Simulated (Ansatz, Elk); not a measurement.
# Bonding as seen by X-rays: BiMo, part 2 of 2

The structure of BiMo used here is made up (a known structure type with other elements) and was relaxed beforehand with PBE. The aim is the Fourier transform of its all-electron density, F(hkl), set beside the sum over free spherical atoms that refinements use.

Elk 11.2.3 (patched build); all-electron DFT.

So far: Set-up; Ground state and structure factors; The highest occupied states alone.

The structure was built from a prototype and need not be the compound's stable phase.

## 4. Another functional

Level of this step: DFT, LDA (Perdew-Wang), all-electron APW+lo, Dirac cores, scalar-relativistic bands, static density, no spin (Elk).

The difference from free atoms is small, so it is set against the change that LDA (Perdew-Wang) makes.

elk.in

```
tasks
  0
  195

xctype
  3

spinpol
  .false.

rgkmax
  7.0

gmaxvr
  14.0

lmaxo
  7

lmaxapw
  8

swidth
  0.002

tshift
  .false.

ramdisk
  .false.

hmaxvr
  5.5

maxscl
  120

epspot
  1e-06

sppath
  './'

avec
  3.28360681762 -5.20569188947 0.00000000000
  3.28360681762 5.20569188947 0.00000000000
  0.00000000000 0.00000000000 8.49708586519

atoms
  2
  'Bi.in'
  1
  0.5000000000 0.5000000000 0.5000000000   0.000000 0.000000 0.000000
  'Mo.in'
  1
  0.0000000000 0.0000000000 0.0000000000   0.000000 0.000000 0.000000

ngridk
  8 8 5
```

Run with:

```
OMP_NUM_THREADS=4 elk
```

Numbers of over 12 decimals in the logs are rounded to 6 here.

The program printed:

```text
┌─────────────────────────┐
│ Elk code version 11.2.3 │
└─────────────────────────┘

All units are atomic (Hartree, Bohr, etc.)

┌─────────────────────────────────────────────────┐
│ Ground-state run starting from atomic densities │
└─────────────────────────────────────────────────┘

Lattice vectors :
   3.283606818      -5.205691889       0.000000000
   3.283606818       5.205691889       0.000000000
   0.000000000       0.000000000       8.497085865

Reciprocal lattice vectors :
  0.9567505576     -0.6034918547       0.000000000
[...]
interstitial                :    3.384575821
 muffin-tins (core leakage)
  species : 1 (Bi)
   atom 1                    :    81.38785389     (  0.8568388639E-03)
  species : 2 (Mo)
   atom 1                    :    40.22757029     ( -0.4827361014E-05)
 total in muffin-tins        :    121.6154242
 total calculated charge     :    124.9993927
 total charge                :    125.0000000
 error                       :   0.6072816064E-03

┌──────────────────────────────┐
│ Self-consistent loop stopped │
└──────────────────────────────┘

Warning : core states of species 1 leak from the muffin-tin :   0.8568388639E-03

Wrote STATE.OUT
[key lines of the parts left out:]
total energy                :     -25615.394455286
```

It took 12 s on 4 threads of Arm Neoverse N1, shared host; peak memory 0.16 GiB; 36 s of CPU time.

Against the first run R = 0.02 %; the largest change is -0.027 at 200.

## 5. Basis size

A smaller basis shows how fast F responds to it; the change is likely larger than the basis error of the first run, but doesn't show convergence.

Changes to elk.in since step 4:

```diff
@@ -5,3 +5,3 @@
 xctype
-  3
+  20
 
@@ -11,3 +11,3 @@
 rgkmax
-  7.0
+  5.5
```

Run with:

```
OMP_NUM_THREADS=4 elk
```

The program printed:

```text
┌─────────────────────────┐
│ Elk code version 11.2.3 │
└─────────────────────────┘

All units are atomic (Hartree, Bohr, etc.)

┌─────────────────────────────────────────────────┐
│ Ground-state run starting from atomic densities │
└─────────────────────────────────────────────────┘

Lattice vectors :
   3.283606818      -5.205691889       0.000000000
   3.283606818       5.205691889       0.000000000
   0.000000000       0.000000000       8.497085865

Reciprocal lattice vectors :
  0.9567505576     -0.6034918547       0.000000000
[...]
interstitial                :    3.557724385
 muffin-tins (core leakage)
  species : 1 (Bi)
   atom 1                    :    81.33738727     (  0.8576868555E-03)
  species : 2 (Mo)
   atom 1                    :    40.10488834     (  0.8493204007E-07)
 total in muffin-tins        :    121.4422756
 total calculated charge     :    124.9993771
 total charge                :    125.0000000
 error                       :   0.6229124713E-03

┌──────────────────────────────┐
│ Self-consistent loop stopped │
└──────────────────────────────┘

Warning : core states of species 1 leak from the muffin-tin :   0.8576868555E-03

Wrote STATE.OUT
[key lines of the parts left out:]
total energy                :     -25630.948851415
```

Wall time 21 s (4 threads); peak memory 0.16 GiB.

Against the first run R = 0.02 %; the largest change is +0.075 at 220.

## 6. A coarser k-mesh

About half the k-points along each axis test the sampling.

Changes to elk.in since step 5:

```diff
@@ -11,3 +11,3 @@
 rgkmax
-  5.5
+  7.0
 
@@ -58,2 +58,2 @@
 ngridk
-  8 8 5
+  4 4 2
```

Run with:

```
OMP_NUM_THREADS=4 elk
```

The program printed:

```text
┌─────────────────────────┐
│ Elk code version 11.2.3 │
└─────────────────────────┘

All units are atomic (Hartree, Bohr, etc.)

┌─────────────────────────────────────────────────┐
│ Ground-state run starting from atomic densities │
└─────────────────────────────────────────────────┘

Lattice vectors :
   3.283606818      -5.205691889       0.000000000
   3.283606818       5.205691889       0.000000000
   0.000000000       0.000000000       8.497085865

Reciprocal lattice vectors :
  0.9567505576     -0.6034918547       0.000000000
[...]
interstitial                :    3.417961723
 muffin-tins (core leakage)
  species : 1 (Bi)
   atom 1                    :    81.35168749     (  0.8522806348E-03)
  species : 2 (Mo)
   atom 1                    :    40.23035079     (  0.8604435209E-07)
 total in muffin-tins        :    121.5820383
 total calculated charge     :    124.9992782
 total charge                :    125.0000000
 error                       :   0.7217753468E-03

┌──────────────────────────────┐
│ Self-consistent loop stopped │
└──────────────────────────────┘

Warning : core states of species 1 leak from the muffin-tin :   0.8522806348E-03

Wrote STATE.OUT
[key lines of the parts left out:]
total energy                :     -25631.062006384
```

It took 13 s on 4 threads; peak memory 0.16 GiB; 29 s of CPU time.

Against the first run R = 0.03 %; the largest change is +0.065 at 020.

## 7. Settings against the effect

| run | R against the first run (%) | R against neutral atoms, low angle (%) | wall time |
| --- | --- | --- | --- |
| PBE, rgkmax 7 | 0.00 | 0.28 | 23 s |
| LDA (Perdew-Wang) | 0.02 | 0.29 | 12 s |
| rgkmax 5.5 | 0.02 | 0.30 | 21 s |
| k-mesh 4×4×2 | 0.03 | 0.30 | 13 s |

## 8. Summary of results

* R against neutral atoms, sin θ/λ < 0.3 Å⁻¹: 0.28 %
* R against neutral atoms, 0.3 to 0.82 Å⁻¹: 0.13 %

What this shows: Independent neutral atoms miss the calculated amplitudes by R = 0.28 % below 0.3 Å⁻¹ and 0.13 % from there to 0.82 Å⁻¹; by shells, 0.25 % below 0.15 Å⁻¹ (1 form), 0.28 % 0.15 to 0.3 (8 forms), 0.14 % 0.3 to 0.45 (17 forms), 0.13 % above 0.45 (110 forms). Bonding, aspherical density and the tables' own atoms all enter these figures, and the runs don't part them. The largest change of an amplitude is -0.47 electrons, at 002. The window's part falls from 10.3 electrons at the origin to at most 0.16 between 0.45 and 0.82 Å⁻¹. Below 0.3 Å⁻¹ the changes that finished (LDA (Perdew-Wang), rgkmax 5.5 and k-mesh 4×4×2) move F by R = 0.05 % at most, against the 0.28 % that separates it from free atoms. These runs have no spin, though d or f shells may be open. Spin-orbit coupling is left out, which can matter for elements this heavy. Part of the difference isn't bonding: the tables are fits to free atoms and ions calculated by other methods than this functional. Thermal motion, anomalous dispersion and extinction are left out.

[Logs are printed without paths, hosts, clocks, repeated set-up lines and the standing remarks that a program may print on its own settings, such as how far it seeks lower states.]

[Hosts, paths, dates, database ids (printed as entryN), source tags and the programs' standing remarks are cut or masked in the printed files.]
